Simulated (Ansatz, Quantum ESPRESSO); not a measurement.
# Ca(111) with one reversed stacking step (an intrinsic fault): ballistic transmission, part 2 of 3

How well does the junction conduct in the ballistic limit? It is: Ca(111) with one reversed stacking step (an intrinsic fault).

Quantum ESPRESSO 7.5; plane-wave DFT, LDA, GBRV ultrasoft pseudopotentials; cross-check by Ansatz 0.2.0 with PAW datasets.

So far. Step 2 (Ground state): The run needed 12 iterations to bring the estimated error under 1e-07 Ry; the largest force on any atom, held or free, is 0.01 eV/Å.

### Step 3. The open system

Level of this step: transmission by pwcond, lead and junction from one cell; plane-wave DFT, LDA, GBRV ultrasoft pseudopotentials (Quantum ESPRESSO).

prefixt takes both regions from one run: the lead from 0 to bdl, the scattering region from bdl to bds (units of alat). ikind = 1 puts the same lead on both sides. The program's T_tot counts both spins in a run without spin; the tables below give T per spin.

cond.in

```
&inputcond
  outdir = './out'
  prefixt = 'scf'
  tran_file = 'cond.dat'
  bdl = 2.4494897434
  bds = 16.3299316189
  ikind = 1
  ewind = 4.0
  epsproj = 1e-05
  nz1 = 7
  energy0 = 0.4
  denergy = -0.4
/
10
  0.00000000 0.00000000 0.01562500
  0.00000000 0.12500000 0.09375000
  0.00000000 0.25000000 0.09375000
  0.00000000 0.37500000 0.09375000
  0.00000000 0.50000000 0.04687500
  0.12500000 0.25000000 0.09375000
  0.12500000 0.37500000 0.18750000
  0.12500000 0.50000000 0.18750000
  0.25000000 0.50000000 0.09375000
  0.25000000 0.62500000 0.09375000
3
```

Command:

```
> OMP_NUM_THREADS=1 mpirun -n 4 pwcond.x -in cond.in > cond.out
```

What it wrote:

```text
[banner, memory and clock lines left out]
Program PWCOND v.7.5 starts

          URL

     ./out/scf.save/

     IMPORTANT: XC functional enforced from input :
     Exchange-correlation= PZ
                           (   1   1   0   0   0   0   0)
     Any further DFT definition will be discarded
     Please, verify this is what you really want

     Check: negative core charge=   -0.000001
     Reading collected, re-writing distributed wavefunctions

===== INPUT FILE containing all the regions =====

     GEOMETRY:

     lattice parameter (alat)  =       7.3760  a.u.
     the volume                =    5675.2349 (a.u.)^3
     the cross section         =      47.1169 (a.u.)^2
     l of the unit cell        =      16.3299 (alat)
     number of atoms/cell      =           20
     number of atomic types    =            1

     crystal axes: (cart. coord. in units of alat)
               a(1) = (  1.0000  0.0000  0.0000 )
               a(2) = (  0.5000  0.8660  0.0000 )
               a(3) = (  0.0000  0.0000 16.3299 )

   Cartesian axes

     site n.     atom                  positions (alat units)
          1        Ca     tau(  1)=(  0.0000  0.0000 16.3299  )
          2        Ca     tau(  2)=(  0.5000  0.2887  0.8165  )
          3        Ca     tau(  3)=(  1.0000  0.5774  1.6330  )
          4        Ca     tau(  4)=(  0.0000  0.0000  2.4495  )
          5        Ca     tau(  5)=(  0.5000  0.2887  3.2660  )
          6        Ca     tau(  6)=(  1.0000  0.5774  4.0825  )
          7        Ca     tau(  7)=(  0.0000  0.0000  4.8990  )
          8        Ca     tau(  8)=(  0.5000  0.2887  5.7155  )
          9        Ca     tau(  9)=(  1.0000  0.5774  6.5320  )
         10        Ca     tau( 10)=(  0.5000  0.2887  7.3485  )
         11        Ca     tau( 11)=(  1.0000  0.5774  8.1650  )
         12        Ca     tau( 12)=(  0.0000  0.0000  8.9815  )
         13        Ca     tau( 13)=(  0.5000  0.2887  9.7980  )
         14        Ca     tau( 14)=(  1.0000  0.5774 10.6145  )
         15        Ca     tau( 15)=(  0.0000  0.0000 11.4310  )
         16        Ca     tau( 16)=(  0.5000  0.2887 12.2474  )
         17        Ca     tau( 17)=(  1.0000  0.5774 13.0639  )
         18        Ca     tau( 18)=(  0.0000  0.0000 13.8804  )
         19        Ca     tau( 19)=(  0.5000  0.2887 14.6969  )
         20        Ca     tau( 20)=(  1.0000  0.5774 15.5134  )

     nr1s                      =           30
     nr2s                      =           30
     nr3s                      =          486
     nr1sx                     =           30
     nr2sx                     =           30
     nr3sx                     =          486
     nr1                       =           36
     nr2                       =           36
     nr3                       =          576
     nr1x                      =           36
     nr2x                      =           36
     nr3x                      =          576

 _______________________________
  Radii of nonlocal spheres:

     type       ibeta     ang. mom.          radius (alat units)
       Ca         1         0                    0.2728
       Ca         2         0                    0.2728
       Ca         3         1                    0.2728
       Ca         4         1                    0.2728
       Ca         5         2                    0.2728
       Ca         6         2                    0.2728
----- General information -----

--- T calc. with identical leads (ikind=1) ---

     nrx                       =           30
     nry                       =           30
     nz1                       =            7

     energy0               =         4.0E-01
     denergy               =        -4.0E-01
     nenergy               =          3
     ecut2d                =         4.0E+01
     ewind                 =         4.0E+00
     epsproj               =         1.0E-05

     number of k_|| points=   10
                       cryst. coord.
        k(    1) = (   0.0000000   0.0000000), wk =   0.0156250
        k(    2) = (   0.0000000   0.1250000), wk =   0.0937500
        k(    3) = (   0.0000000   0.2500000), wk =   0.0937500
        k(    4) = (   0.0000000   0.3750000), wk =   0.0937500
        k(    5) = (   0.0000000   0.5000000), wk =   0.0468750
        k(    6) = (   0.1250000   0.2500000), wk =   0.0937500
        k(    7) = (   0.1250000   0.3750000), wk =   0.1875000
        k(    8) = (   0.1250000   0.5000000), wk =   0.1875000
        k(    9) = (   0.2500000   0.5000000), wk =   0.0937500
        k(   10) = (   0.2500000   0.6250000), wk =   0.0937500
----- Information about left/right lead -----

     nocros                   =           18
     noins                    =           36
     norb                     =           72
     norbf                    =          324
     nrz                      =           73

      iorb      type   ibeta   ang. mom.   m       position (alat)
        1        1       1        0        1   taunew(   1)=(  0.0000  0.0000  0.0000)
        2        1       2        0        1   taunew(   2)=(  0.0000  0.0000  0.0000)
        3        1       3        1        1   taunew(   3)=(  0.0000  0.0000  0.0000)
        4        1       3        1        2   taunew(   4)=(  0.0000  0.0000  0.0000)
        5        1       3        1        3   taunew(   5)=(  0.0000  0.0000  0.0000)
        6        1       4        1        1   taunew(   6)=(  0.0000  0.0000  0.0000)
        7        1       4        1        2   taunew(   7)=(  0.0000  0.0000  0.0000)
        8        1       4        1        3   taunew(   8)=(  0.0000  0.0000  0.0000)
        9        1       5        2        1   taunew(   9)=(  0.0000  0.0000  0.0000)
       10        1       5        2        2   taunew(  10)=(  0.0000  0.0000  0.0000)
       11        1       5        2        3   taunew(  11)=(  0.0000  0.0000  0.0000)
       12        1       5        2        4   taunew(  12)=(  0.0000  0.0000  0.0000)
       13        1       5        2        5   taunew(  13)=(  0.0000  0.0000  0.0000)
       14        1       6        2        1   taunew(  14)=(  0.0000  0.0000  0.0000)
       15        1       6        2        2   taunew(  15)=(  0.0000  0.0000  0.0000)
       16        1       6        2        3   taunew(  16)=(  0.0000  0.0000  0.0000)
       17        1       6        2        4   taunew(  17)=(  0.0000  0.0000  0.0000)
       18        1       6        2        5   taunew(  18)=(  0.0000  0.0000  0.0000)
       19        1       1        0        1   taunew(  19)=(  0.5000  0.2887  0.8165)
       20        1       2        0        1   taunew(  20)=(  0.5000  0.2887  0.8165)
[...]
280        1       5        2        2   taunew( 280)=(  0.5000  0.2887 12.2474)
      281        1       5        2        3   taunew( 281)=(  0.5000  0.2887 12.2474)
      282        1       5        2        4   taunew( 282)=(  0.5000  0.2887 12.2474)
      283        1       5        2        5   taunew( 283)=(  0.5000  0.2887 12.2474)
      284        1       6        2        1   taunew( 284)=(  0.5000  0.2887 12.2474)
      285        1       6        2        2   taunew( 285)=(  0.5000  0.2887 12.2474)
      286        1       6        2        3   taunew( 286)=(  0.5000  0.2887 12.2474)
      287        1       6        2        4   taunew( 287)=(  0.5000  0.2887 12.2474)
      288        1       6        2        5   taunew( 288)=(  0.5000  0.2887 12.2474)
      289        1       1        0        1   taunew( 289)=(  1.0000  0.5774 13.0639)
      290        1       2        0        1   taunew( 290)=(  1.0000  0.5774 13.0639)
      291        1       3        1        1   taunew( 291)=(  1.0000  0.5774 13.0639)
      292        1       3        1        2   taunew( 292)=(  1.0000  0.5774 13.0639)
      293        1       3        1        3   taunew( 293)=(  1.0000  0.5774 13.0639)
      294        1       4        1        1   taunew( 294)=(  1.0000  0.5774 13.0639)
      295        1       4        1        2   taunew( 295)=(  1.0000  0.5774 13.0639)
      296        1       4        1        3   taunew( 296)=(  1.0000  0.5774 13.0639)
      297        1       5        2        1   taunew( 297)=(  1.0000  0.5774 13.0639)
      298        1       5        2        2   taunew( 298)=(  1.0000  0.5774 13.0639)
      299        1       5        2        3   taunew( 299)=(  1.0000  0.5774 13.0639)
      300        1       5        2        4   taunew( 300)=(  1.0000  0.5774 13.0639)
      301        1       5        2        5   taunew( 301)=(  1.0000  0.5774 13.0639)
      302        1       6        2        1   taunew( 302)=(  1.0000  0.5774 13.0639)
      303        1       6        2        2   taunew( 303)=(  1.0000  0.5774 13.0639)
      304        1       6        2        3   taunew( 304)=(  1.0000  0.5774 13.0639)
      305        1       6        2        4   taunew( 305)=(  1.0000  0.5774 13.0639)
      306        1       6        2        5   taunew( 306)=(  1.0000  0.5774 13.0639)
      307        1       1        0        1   taunew( 307)=(  0.0000  0.0000 13.8804)
      308        1       2        0        1   taunew( 308)=(  0.0000  0.0000 13.8804)
      309        1       3        1        1   taunew( 309)=(  0.0000  0.0000 13.8804)
      310        1       3        1        2   taunew( 310)=(  0.0000  0.0000 13.8804)
      311        1       3        1        3   taunew( 311)=(  0.0000  0.0000 13.8804)
      312        1       4        1        1   taunew( 312)=(  0.0000  0.0000 13.8804)
      313        1       4        1        2   taunew( 313)=(  0.0000  0.0000 13.8804)
      314        1       4        1        3   taunew( 314)=(  0.0000  0.0000 13.8804)
      315        1       5        2        1   taunew( 315)=(  0.0000  0.0000 13.8804)
      316        1       5        2        2   taunew( 316)=(  0.0000  0.0000 13.8804)
      317        1       5        2        3   taunew( 317)=(  0.0000  0.0000 13.8804)
      318        1       5        2        4   taunew( 318)=(  0.0000  0.0000 13.8804)
      319        1       5        2        5   taunew( 319)=(  0.0000  0.0000 13.8804)
      320        1       6        2        1   taunew( 320)=(  0.0000  0.0000 13.8804)
      321        1       6        2        2   taunew( 321)=(  0.0000  0.0000 13.8804)
      322        1       6        2        3   taunew( 322)=(  0.0000  0.0000 13.8804)
      323        1       6        2        4   taunew( 323)=(  0.0000  0.0000 13.8804)
      324        1       6        2        5   taunew( 324)=(  0.0000  0.0000 13.8804)
 ngper, shell number =          151          18
 ngper, n2d =          151         108
---  E-Ef =    0.4000000  k =    0.0000000   0.0000000
---  ie =          1  ik =          1
 Nchannels of the left tip =            1
 Right moving states:
   k1(2pi/a)   k2(2pi/a)   E-Ef (eV)
  -0.1920463   0.0000005   0.4000000
 Left moving states:
   k1(2pi/a)   k2(2pi/a)   E-Ef (eV)
   0.1920463   0.0000005   0.4000000

 to transmit
 Band j to band i transmissions and reflections:
    j         i     |T_ij|^2    |R_ij|^2

    1 -->     1     1.00000     0.00000
   Total T_j, R_j =    1.00000  0.00000

E-Ef(ev), T(x2 spins) =    0.4000000   1.9999998
---  E-Ef =    0.0000000  k =    0.0000000   0.0000000
---  ie =          2  ik =          1
 Nchannels of the left tip =            1
 Right moving states:
   k1(2pi/a)   k2(2pi/a)   E-Ef (eV)
  -0.3771719   0.0000003   0.0000000
 Left moving states:
   k1(2pi/a)   k2(2pi/a)   E-Ef (eV)
   0.3771719   0.0000003   0.0000000

 to transmit
 Band j to band i transmissions and reflections:
    j         i     |T_ij|^2    |R_ij|^2

    1 -->     1     0.99207     0.00793
   Total T_j, R_j =    0.99207  0.00793

E-Ef(ev), T(x2 spins) =    0.0000000   1.9841397
---  E-Ef =   -0.4000000  k =    0.0000000   0.0000000
---  ie =          3  ik =          1
 Nchannels of the left tip =            0
 Right moving states:
   k1(2pi/a)   k2(2pi/a)   E-Ef (eV)
 Left moving states:
   k1(2pi/a)   k2(2pi/a)   E-Ef (eV)

 to transmit
          E-Ef(ev), T =   -0.4000000   0.0000000
 ngper, shell number =          151          78
 ngper, n2d =          151         109
[... further energies and points left out ...]
---  E-Ef =    0.4000000  k =    0.2500000   0.6250000
---  ie =          1  ik =         10
 Nchannels of the left tip =            2
 Right moving states:
   k1(2pi/a)   k2(2pi/a)   E-Ef (eV)
  -0.0010058   0.0000009   0.4000000
   0.4285104   0.0000006   0.4000000
 Left moving states:
   k1(2pi/a)   k2(2pi/a)   E-Ef (eV)
   0.0010058   0.0000009   0.4000000
  -0.4285104   0.0000006   0.4000000

 to transmit
 Band j to band i transmissions and reflections:
    j         i     |T_ij|^2    |R_ij|^2

    1 -->     1     0.23104     0.64329
    1 -->     2     0.09974     0.02592
   Total T_j, R_j =    0.33079  0.66921

    2 -->     1     0.09954     0.02592
    2 -->     2     0.86754     0.00699
   Total T_j, R_j =    0.96709  0.03291

E-Ef(ev), T(x2 spins) =    0.4000000   2.5957464
---  E-Ef =    0.0000000  k =    0.2500000   0.6250000
---  ie =          2  ik =         10
 Nchannels of the left tip =            1
 Right moving states:
   k1(2pi/a)   k2(2pi/a)   E-Ef (eV)
  -0.3402939   0.0000011   0.0000000
 Left moving states:
   k1(2pi/a)   k2(2pi/a)   E-Ef (eV)
   0.3402939   0.0000011   0.0000000

 to transmit
 Band j to band i transmissions and reflections:
    j         i     |T_ij|^2    |R_ij|^2

    1 -->     1     0.66120     0.33880
   Total T_j, R_j =    0.66120  0.33880

E-Ef(ev), T(x2 spins) =    0.0000000   1.3224019
---  E-Ef =   -0.4000000  k =    0.2500000   0.6250000
---  ie =          3  ik =         10
 Nchannels of the left tip =            2
 Right moving states:
   k1(2pi/a)   k2(2pi/a)   E-Ef (eV)
   0.2674049   0.0000008  -0.4000000
   0.4441876   0.0000015  -0.4000000
 Left moving states:
   k1(2pi/a)   k2(2pi/a)   E-Ef (eV)
  -0.2674050   0.0000008  -0.4000000
  -0.4441875   0.0000015  -0.4000000

 to transmit
 Band j to band i transmissions and reflections:
    j         i     |T_ij|^2    |R_ij|^2

    1 -->     1     0.84893     0.12632
    1 -->     2     0.01002     0.01473
   Total T_j, R_j =    0.85895  0.14105

    2 -->     1     0.01017     0.01473
    2 -->     2     0.03236     0.94275
   Total T_j, R_j =    0.04252  0.95748

E-Ef(ev), T(x2 spins) =   -0.4000000   1.8029480
   T_tot     0.40000      0.14829E+01
   T_tot     0.00000      0.16701E+01
   T_tot    -0.40000      0.16185E+01

Note: The following floating-point exceptions are signalling: IEEE_UNDERFLOW_FLAG
Note: The following floating-point exceptions are signalling: IEEE_UNDERFLOW_FLAG
Note: The following floating-point exceptions are signalling: IEEE_UNDERFLOW_FLAG
Note: The following floating-point exceptions are signalling: IEEE_UNDERFLOW_FLAG
```

It took 3.9 min on 4 MPI ranks of Arm Neoverse V2, shared host; peak memory 0.57 GiB.

Read from the output:

* lead channels at the Fermi level, one spin: 1
* transmission at the Fermi level, one spin: 0.8350
* conductance: 0.8350 G₀

Per spin; mean over the k mesh across the current. Table of open channels, zone mean by energy, zero at the Fermi level:

| energy (eV) | open channels, zone mean |
| --- | --- |
| -0.400 | 0.938 |
| 0.000 | 1 |
| 0.400 | 1.19 |

Per spin; mean over the k mesh across the current. The transmission, zone mean by energy, zero at the Fermi level:

| energy (eV) | transmission, zone mean |
| --- | --- |
| -0.400 | 0.809 |
| 0.000 | 0.835 |
| 0.400 | 0.741 |

At 0.000 eV; k in fractions of b1, b2. Transmission by k point:

| k1 | k2 | weight | t | channels |
| --- | --- | --- | --- | --- |
| 0 | 0 | 0.01562 | 0.9921 | 1 |
| 0 | 0.125 | 0.09375 | 0.9937 | 1 |
| 0 | 0.25 | 0.09375 | 0.9994 | 1 |
| 0 | 0.375 | 0.09375 | 0.9988 | 1 |
| 0 | 0.5 | 0.04688 | 0.1694 | 1 |
| 0.125 | 0.25 | 0.09375 | 0.9963 | 1 |
| 0.125 | 0.375 | 0.1875 | 0.9911 | 1 |
| 0.125 | 0.5 | 0.1875 | 0.5133 | 1 |
| 0.25 | 0.5 | 0.09375 | 0.999 | 1 |
| 0.25 | 0.625 | 0.09375 | 0.6612 | 1 |

The program's own clock; routines nest. Time by routine:

| routine | wall time (s) | calls |
| --- | --- | --- |
| PWCOND | 231 | 1 |
| scatter_forw | 193 | 60 |
| local | 20.44 | 10 |
| compbs | 12.73 | 30 |
| compbs_2 | 10.69 | 30 |
| init | 0.7 | 1 |
| poten | 0.14 | 1 |

At no point does T exceed the number of channels.

[end of part 2 of 3]

[Logs are printed without paths, hosts, clocks, repeated set-up lines and the standing remarks that a program may print on its own settings, such as how far it seeks lower states.]

[Hosts, paths, dates, database ids (printed as entryN), source tags and the programs' standing remarks are cut or masked in the printed files.]

[Maps of the electrostatic potential energy from Ansatz leave out the sawtooth potential of an applied field or a dipole correction, so their vacuum need not be flat; planar profiles and work functions include it.]
